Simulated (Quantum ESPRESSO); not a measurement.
# Wannier-interpolated electron–phonon scattering in Mo (Im-3m), part 2 of 5

Wanted: λ, Tc and ρ(T) of Mo (Im-3m) from Quantum ESPRESSO and EPW.

Quantum ESPRESSO 7.5; DFT PBEsol, scalar-relativistic, plane waves, PseudoDojo 0.4.1 norm-conserving pseudopotentials.

So far. Step 2 (Relaxation): The volume ends at 15.35 Å³ an atom, -1.5 % from the start. Step 3 (Ground state): The Fermi level lies at 21.58 eV and the pressure is -0.012 GPa.

## (4) Phonons on the coarse mesh

ph.x gives the dynamical matrices and the changes of the potential on a coarse q mesh, which EPW interpolates.

ph.in reads:

```
phonons
 &inputph
    prefix='x',
    outdir='./tmp',
    tr2_ph=1.0d-14,
    fildyn='x.dyn',
    fildvscf='dvscf',
    ldisp=.true.,
    nq1=4,
    nq2=4,
    nq3=4,
    alpha_mix(1)=0.5,
    amass(1)=95.95,
 /
```

Run with:

```sh
$ OMP_NUM_THREADS=1 mpirun -n 8 ph.x -nk 8 -in ph.in > ph.out
```

What it wrote:

```text
[banner, memory and clock lines left out]
Program PHONON v.7.5

     ./tmp/x.save/

     IMPORTANT: XC functional enforced from input :
     Exchange-correlation= PBESOL
                           (   1   4  10   8   0   0   0)
     Any further DFT definition will be discarded
     Please, verify this is what you really want

     G-vector sticks info

     Reading collected, re-writing distributed wavefunctions in ./tmp/

     Dynamical matrices for ( 4, 4, 4)  uniform grid of q-points
     (   8 q-points):
       N         xq(1)         xq(2)         xq(3)
       1   0.000000000   0.000000000   0.000000000
       2   0.216506351   0.216506351   0.000000000
       3  -0.433012702  -0.433012702   0.000000000
       4   0.433012702   0.216506351   0.216506351
       5   0.433012702   0.433012702   0.433012702
       6   0.000000000   0.000000000   0.433012702
       7  -0.866025404  -0.216506351  -0.216506351
       8  -0.866025404  -0.866025404  -0.866025404

     Number and degeneracy of irreps per q-point
       N         xq(1)         xq(2)         xq(3)   N irreps
       1   0.000000000   0.000000000   0.000000000       1
        3
       2   0.216506351   0.216506351   0.000000000       3
     No degeneracy
       3  -0.433012702  -0.433012702   0.000000000       3
     No degeneracy
       4   0.433012702   0.216506351   0.216506351       3
     No degeneracy
       5   0.433012702   0.433012702   0.433012702       1
        3
       6   0.000000000   0.000000000   0.433012702       2
        1   2
       7  -0.866025404  -0.216506351  -0.216506351       3
     No degeneracy
       8  -0.866025404  -0.866025404  -0.866025404       1
        3

     Saving dvscf to file. Distribute only q points, not irreducible representations.

     Calculation of q =    0.0000000   0.0000000   0.0000000

     phonons

     bravais-lattice index     =            0
     lattice parameter (alat)  =       5.1240  a.u.
     unit-cell volume          =     103.5614 (a.u.)^3
     number of atoms/cell      =            1
     number of atomic types    =            1
     kinetic-energy cut-off    =      80.0000  Ry
     charge density cut-off    =     320.0000  Ry
     convergence threshold     =      1.0E-14
     beta                      =       0.5000
     number of iterations used =            4
     Exchange-correlation= PBESOL
                           (   1   4  10   8   0   0   0)

     celldm(1)=    5.12397  celldm(2)=    0.00000  celldm(3)=    0.00000
     celldm(4)=    0.00000  celldm(5)=    0.00000  celldm(6)=    0.00000

     crystal axes: (cart. coord. in units of alat)
               a(1) = ( -0.5774  0.5774  0.5774 )
               a(2) = (  0.5774 -0.5774  0.5774 )
               a(3) = (  0.5774  0.5774 -0.5774 )

     reciprocal axes: (cart. coord. in units 2 pi/alat)
               b(1) = ( -0.0000  0.8660  0.8660 )
               b(2) = (  0.8660 -0.0000  0.8660 )
               b(3) = (  0.8660  0.8660  0.0000 )

     Atoms inside the unit cell:

     Cartesian axes

     site n.  atom      mass           positions (alat units)
        1  Mo     95.9500   tau(    1) = (    0.00000    0.00000    0.00000  )

     Computing dynamical matrix for
                    q = (   0.0000000   0.0000000   0.0000000 )

     49 Sym.Ops. (with q -> -q+G )

     G cutoff =  212.8156  (  10005 G-vectors)     FFT grid: ( 30, 30, 30)

     number of k points=    72  Marzari-Vanderbilt smearing, width (Ry)=  0.0200

     PseudoPot. # 1 for Mo read from file:
     ./pseudo/Mo.upf
     Pseudo is Norm-conserving + core correction, Zval = 14.0
     Using radial grid of 1640 points,  6 beta functions with:
                l(1) =   0
                l(2) =   0
                l(3) =   1
                l(4) =   1
                l(5) =   2
                l(6) =   2

     Mode symmetry, O_h (m-3m)  point group:

     Atomic displacements:
     There are    1 irreducible representations

     Representation     1      3 modes -  To be done

     Alpha used in Ewald sum =   2.8000

     Representation #   1 modes #   1   2   3

     Self-consistent Calculation

     Pert. #  1: Fermi energy shift (Ry) =     4.9545E-26     9.4040E-38
     Pert. #  2: Fermi energy shift (Ry) =     3.1881E-25     1.8808E-37
     Pert. #  3: Fermi energy shift (Ry) =    -2.2887E-25    -3.4285E-38

      thresh= 1.000E-02 alpha_mix =  0.500 |ddv_scf|^2 =  5.112E-06

     Pert. #  1: Fermi energy shift (Ry) =     5.6007E-26     2.4489E-39
     Pert. #  2: Fermi energy shift (Ry) =     8.1856E-26     2.6938E-39
     Pert. #  3: Fermi energy shift (Ry) =    -7.0009E-27    -2.4796E-39

      thresh= 2.261E-04 alpha_mix =  0.500 |ddv_scf|^2 =  1.275E-07

     Pert. #  1: Fermi energy shift (Ry) =    -9.0473E-26     8.5713E-40
     Pert. #  2: Fermi energy shift (Ry) =     3.2312E-25     1.4694E-39
     Pert. #  3: Fermi energy shift (Ry) =     5.1699E-26     1.8367E-40

      thresh= 3.570E-05 alpha_mix =  0.500 |ddv_scf|^2 =  4.553E-09

     Pert. #  1: Fermi energy shift (Ry) =    -5.6007E-26    -2.9081E-40
     Pert. #  2: Fermi energy shift (Ry) =     3.8774E-26    -2.9081E-40
     Pert. #  3: Fermi energy shift (Ry) =     1.0340E-25     3.1377E-40

      thresh= 6.748E-06 alpha_mix =  0.500 |ddv_scf|^2 =  1.908E-11

     Pert. #  1: Fermi energy shift (Ry) =    -3.4466E-26    -3.8265E-42
     Pert. #  2: Fermi energy shift (Ry) =     2.1541E-26    -1.3393E-41
     Pert. #  3: Fermi energy shift (Ry) =    -1.0340E-25     9.5662E-42

      thresh= 4.368E-07 alpha_mix =  0.500 |ddv_scf|^2 =  3.097E-13

     Pert. #  1: Fermi energy shift (Ry) =     4.7391E-26     1.8176E-41
     Pert. #  2: Fermi energy shift (Ry) =     2.2403E-25    -1.5306E-41
     Pert. #  3: Fermi energy shift (Ry) =     7.9433E-26    -1.4349E-42

      thresh= 5.565E-08 alpha_mix =  0.500 |ddv_scf|^2 =  4.304E-15

     End of self-consistent calculation

     Convergence has been achieved

     Number of q in the star =    1
     List of q in the star:
          1   0.000000000   0.000000000   0.000000000

     Diagonalizing the dynamical matrix

     q = (    0.000000000   0.000000000   0.000000000 )

 **************************************************************************
     freq (    1) =      -0.271965 [THz] =      -9.071781 [cm-1]
     freq (    2) =      -0.271965 [THz] =      -9.071781 [cm-1]
     freq (    3) =      -0.271965 [THz] =      -9.071781 [cm-1]
 **************************************************************************

     Mode symmetry, O_h (m-3m)  point group:

     freq (   1-   3) =         -9.1  [cm-1]   --> T_1u G_15  G_4- I

     Calculation of q =    0.2165064   0.2165064   0.0000000

     G-vector sticks info

     Title:
[...]
thresh= 6.109E-08 alpha_mix =  0.500 |ddv_scf|^2 =  3.808E-13

[...]
End of self-consistent calculation

     Convergence has been achieved

     Representation #   2 mode #   2

     Self-consistent Calculation

[...]
End of self-consistent calculation

     Convergence has been achieved

     Representation #   3 mode #   3

     Self-consistent Calculation

[...]
thresh= 1.503E-07 alpha_mix =  0.500 |ddv_scf|^2 =  3.063E-14

      thresh= 1.750E-08 alpha_mix =  0.500 |ddv_scf|^2 =  1.581E-15

     End of self-consistent calculation

     Convergence has been achieved

     Number of q in the star =   12
     List of q in the star:
          1  -0.866025404  -0.216506351  -0.216506351
          2  -0.216506351   0.866025404  -0.216506351
          3  -0.866025404   0.216506351  -0.216506351
          4   0.216506351  -0.866025404  -0.216506351
          5   0.216506351  -0.866025404   0.216506351
          6   0.866025404  -0.216506351   0.216506351
          7  -0.866025404   0.216506351   0.216506351
          8  -0.216506351   0.866025404   0.216506351
          9   0.216506351  -0.216506351   0.866025404
         10  -0.216506351  -0.216506351  -0.866025404
         11   0.216506351   0.216506351  -0.866025404
         12  -0.216506351   0.216506351   0.866025404

     Diagonalizing the dynamical matrix

     q = (   -0.866025404  -0.216506351  -0.216506351 )

 **************************************************************************
     freq (    1) =       5.427629 [THz] =     181.046228 [cm-1]
     freq (    2) =       7.123811 [THz] =     237.624767 [cm-1]
     freq (    3) =       7.379704 [THz] =     246.160417 [cm-1]
 **************************************************************************

     Mode symmetry, C_2v (mm2)  point group:

     freq (   1-   1) =        181.0  [cm-1]   --> B_1  D_3  S_3
     freq (   2-   2) =        237.6  [cm-1]   --> A_1  D_1  S_1
     freq (   3-   3) =        246.2  [cm-1]   --> B_2  D_4  S_4

     Calculation of q =   -0.8660254  -0.8660254  -0.8660254

     G-vector sticks info

     Title:
     phonons

     bravais-lattice index     =            0
     lattice parameter (alat)  =       5.1240  a.u.
     unit-cell volume          =     103.5614 (a.u.)^3
     number of atoms/cell      =            1
     number of atomic types    =            1
     number of electrons       =        14.00
     number of Kohn-Sham states=           11
     kinetic-energy cutoff     =      80.0000  Ry
     charge density cutoff     =     320.0000  Ry
     Exchange-correlation= PBESOL
                           (   1   4  10   8   0   0   0)

     celldm(1)=   5.123970  celldm(2)=   0.000000  celldm(3)=   0.000000
     celldm(4)=   0.000000  celldm(5)=   0.000000  celldm(6)=   0.000000

     crystal axes: (cart. coord. in units of alat)
               a(1) = (  -0.577350   0.577350   0.577350 )
               a(2) = (   0.577350  -0.577350   0.577350 )
               a(3) = (   0.577350   0.577350  -0.577350 )

     reciprocal axes: (cart. coord. in units 2 pi/alat)
               b(1) = ( -0.000000  0.866025  0.866025 )
               b(2) = (  0.866025 -0.000000  0.866025 )
               b(3) = (  0.866025  0.866025  0.000000 )

     PseudoPot. # 1 for Mo read from file:
     ./pseudo/Mo.upf
     Pseudo is Norm-conserving + core correction, Zval = 14.0
     Using radial grid of 1640 points,  6 beta functions with:
[...]
l(5) =   2
                l(6) =   2

     atomic species   valence    mass     pseudopotential
     Mo               14.00    95.95000     Mo( 1.00)

     48 Sym. Ops., with inversion, found

   Cartesian axes

     site n.     atom                  positions (alat units)
         1        Mo     tau(   1) = (   0.0000000   0.0000000   0.0000000  )

     number of k points=   144  Marzari-Vanderbilt smearing, width (Ry)=  0.0200

     Number of k-points >= 100: set verbosity='high' to print them.

     Dense  grid:    10005 G-vectors     FFT dimensions: (  30,  30,  30)

     The potential is recalculated from file :
     ./tmp/_ph0/x.q_8/x.save/charge-density

     Starting wfcs are   10 atomic +    1 random wfcs

     Band Structure Calculation
     Davidson diagonalization with overlap

     ethr =  7.14E-11,  avg # of iterations = 15.6

     End of band structure calculation

     Number of k-points >= 100: set verbosity='high' to print the bands.

     the Fermi energy is    21.5776 ev

     Writing config to output data dir ./tmp/_ph0/x.q_8/x.save/ :
     XML data file

     phonons

     bravais-lattice index     =            0
     lattice parameter (alat)  =       5.1240  a.u.
     unit-cell volume          =     103.5614 (a.u.)^3
     number of atoms/cell      =            1
     number of atomic types    =            1
     kinetic-energy cut-off    =      80.0000  Ry
     charge density cut-off    =     320.0000  Ry
     convergence threshold     =      1.0E-14
     beta                      =       0.5000
     number of iterations used =            4
     Exchange-correlation= PBESOL
                           (   1   4  10   8   0   0   0)

     celldm(1)=    5.12397  celldm(2)=    0.00000  celldm(3)=    0.00000
     celldm(4)=    0.00000  celldm(5)=    0.00000  celldm(6)=    0.00000

     crystal axes: (cart. coord. in units of alat)
               a(1) = ( -0.5774  0.5774  0.5774 )
               a(2) = (  0.5774 -0.5774  0.5774 )
               a(3) = (  0.5774  0.5774 -0.5774 )

     reciprocal axes: (cart. coord. in units 2 pi/alat)
               b(1) = ( -0.0000  0.8660  0.8660 )
               b(2) = (  0.8660 -0.0000  0.8660 )
               b(3) = (  0.8660  0.8660  0.0000 )

     Atoms inside the unit cell:

     Cartesian axes

     site n.  atom      mass           positions (alat units)
        1  Mo     95.9500   tau(    1) = (    0.00000    0.00000    0.00000  )

     Computing dynamical matrix for
                    q = (  -0.8660254  -0.8660254  -0.8660254 )

     49 Sym.Ops. (with q -> -q+G )

     G cutoff =  212.8156  (  10005 G-vectors)     FFT grid: ( 30, 30, 30)

     number of k points=   144  Marzari-Vanderbilt smearing, width (Ry)=  0.0200

     PseudoPot. # 1 for Mo read from file:
     ./pseudo/Mo.upf
     Pseudo is Norm-conserving + core correction, Zval = 14.0
     Using radial grid of 1640 points,  6 beta functions with:
                l(1) =   0
                l(2) =   0
                l(3) =   1
                l(4) =   1
                l(5) =   2
                l(6) =   2

     Mode symmetry, O_h (m-3m)  point group:

     Atomic displacements:
     There are    1 irreducible representations

     Representation     1      3 modes -  To be done

     Message from routine init_vloc:
     Interpolation table for Vloc re-allocated

     Alpha used in Ewald sum =   2.8000

     Representation #   1 modes #   1   2   3

     Self-consistent Calculation

      thresh= 1.000E-02 alpha_mix =  0.500 |ddv_scf|^2 =  3.082E-05

      thresh= 5.552E-04 alpha_mix =  0.500 |ddv_scf|^2 =  7.283E-07

      thresh= 8.534E-05 alpha_mix =  0.500 |ddv_scf|^2 =  6.943E-09

      thresh= 8.332E-06 alpha_mix =  0.500 |ddv_scf|^2 =  8.801E-12

      thresh= 2.967E-07 alpha_mix =  0.500 |ddv_scf|^2 =  1.523E-12

      thresh= 1.234E-07 alpha_mix =  0.500 |ddv_scf|^2 =  4.932E-15

     End of self-consistent calculation

     Convergence has been achieved

     Number of q in the star =    1
     List of q in the star:
          1  -0.866025404  -0.866025404  -0.866025404

     Diagonalizing the dynamical matrix

     q = (   -0.866025404  -0.866025404  -0.866025404 )

 **************************************************************************
     freq (    1) =       5.992896 [THz] =     199.901489 [cm-1]
     freq (    2) =       5.992896 [THz] =     199.901489 [cm-1]
     freq (    3) =       5.992896 [THz] =     199.901489 [cm-1]
 **************************************************************************

     Mode symmetry, O_h (m-3m)  point group:

     freq (   1-   3) =        199.9  [cm-1]   --> T_1u G_15  G_4-
```

The job ended after 19 min (8 MPI ranks of Arm Neoverse N1, shared host).

This step gave:

```
lowest frequency off the zone centre                                            : 117.5 cm⁻¹
largest magnitude of the acoustic modes at the zone centre, before the sum rule : 9.072 cm⁻¹
```

Frequencies at the irreducible wavevectors:

| q1 | q2 | q3 | star | mode 1 (cm⁻¹) | mode 2 (cm⁻¹) | mode 3 (cm⁻¹) |
| --- | --- | --- | --- | --- | --- | --- |
| 0 | 0 | 0 | 1 | -9.1 | -9.1 | -9.1 |
| 0 | 0 | 0.25 | 12 | 117.5 | 138.2 | 202 |
| 0 | 0 | -0.5 | 6 | 154.7 | 207.2 | 277.9 |
| 0 | 0.25 | 0.25 | 24 | 195.6 | 207.9 | 246.6 |
| 0.25 | 0.25 | 0.25 | 2 | 216.7 | 216.7 | 216.7 |
| 0.25 | 0.25 | -0.25 | 6 | 149 | 149 | 250 |
| 0.25 | -0.5 | -0.5 | 12 | 181 | 237.6 | 246.2 |
| -0.5 | -0.5 | -0.5 | 1 | 199.9 | 199.9 | 199.9 |

The lowest mode off the zone centre lies at 117 cm⁻¹ and the highest of all solved modes at 278 cm⁻¹, so the solved wavevectors are stable. The acoustic modes at the centre lie within 9.1 cm⁻¹ of zero before the sum rule is imposed.

## (5) Bands for the check

Bands on a path serve later as the test of the Wannier interpolation; inside the frozen window, points that lie on the coarse mesh match by construction, and those between them test it.

bands.in reads:

```
 &control
    calculation='bands',
    prefix='x',
    outdir='./tmp',
    pseudo_dir='./pseudo',
    verbosity='high',
 /
 &system
    ibrav=0,
    nat=1,
    ntyp=1,
    ecutwfc=80.0,
    occupations='smearing',
    smearing='mv',
    degauss=0.02,
    nbnd=30,
 /
 &electrons
    conv_thr=1.0d-10,
 /
ATOMIC_SPECIES
 Mo     95.9500  Mo.upf
CELL_PARAMETERS angstrom
    -1.565478400    1.565478400    1.565478400
     1.565478400   -1.565478400    1.565478400
     1.565478400    1.565478400   -1.565478400
ATOMIC_POSITIONS crystal
 Mo     0.000000000   0.000000000   0.000000000
K_POINTS crystal
73
 0.00000000 0.00000000 0.00000000 0.01369863
 0.02777778 -0.02777778 0.02777778 0.01369863
 0.05555556 -0.05555556 0.05555556 0.01369863
 0.08333333 -0.08333333 0.08333333 0.01369863
[the list of k-points goes on]
```

Run with:

```sh
$ OMP_NUM_THREADS=1 mpirun -n 8 pw.x -nk 8 -in bands.in > bands.out
```

What it wrote:

```text
[banner, memory and clock lines left out]
[...]
number of Kohn-Sham states=           30
```

It took 8.4 s on 8 MPI ranks; 66 s of CPU time.

## (6) States on the coarse mesh

Wannier functions need the states on a full uniform k mesh, and the couplings need it to be a multiple of the q mesh.

nscf.in reads:

```
 &control
    calculation='nscf',
    prefix='x',
    outdir='./tmp',
    pseudo_dir='./pseudo',
    verbosity='high',
 /
 &system
    ibrav=0,
    nat=1,
    ntyp=1,
    ecutwfc=80.0,
    occupations='smearing',
    smearing='mv',
    degauss=0.02,
    nbnd=30,
 /
 &electrons
    conv_thr=1.0d-11,
 /
ATOMIC_SPECIES
 Mo     95.9500  Mo.upf
CELL_PARAMETERS angstrom
    -1.565478400    1.565478400    1.565478400
     1.565478400   -1.565478400    1.565478400
     1.565478400    1.565478400   -1.565478400
ATOMIC_POSITIONS crystal
 Mo     0.000000000   0.000000000   0.000000000
K_POINTS crystal
512
 0.00000000 0.00000000 0.00000000 0.00195312
 0.00000000 0.00000000 0.12500000 0.00195312
 0.00000000 0.00000000 0.25000000 0.00195312
 0.00000000 0.00000000 0.37500000 0.00195312
[the list of k-points goes on]
```

Run with:

```sh
$ OMP_NUM_THREADS=1 mpirun -n 8 pw.x -nk 8 -in nscf.in > nscf.out
```

What it wrote:

```text
[banner, memory and clock lines left out]
[...]
number of Kohn-Sham states=           30
     the Fermi energy is    21.6008 ev
```

It took 55 s on 8 MPI ranks; 7.3 min of CPU time.

Numbers from this step:

```
Fermi energy : 21.60 eV
```

[end of part 2 of 5]

[The logs of pw.x and epw.x are selected lines.]

[Logs are printed without paths, hosts, clocks, repeated set-up lines and the standing remarks that a program may print on its own settings, such as how far it seeks lower states.]

[Hosts, paths, dates, database ids (printed as entryN), source tags and the programs' standing remarks are cut or masked in the printed files.]
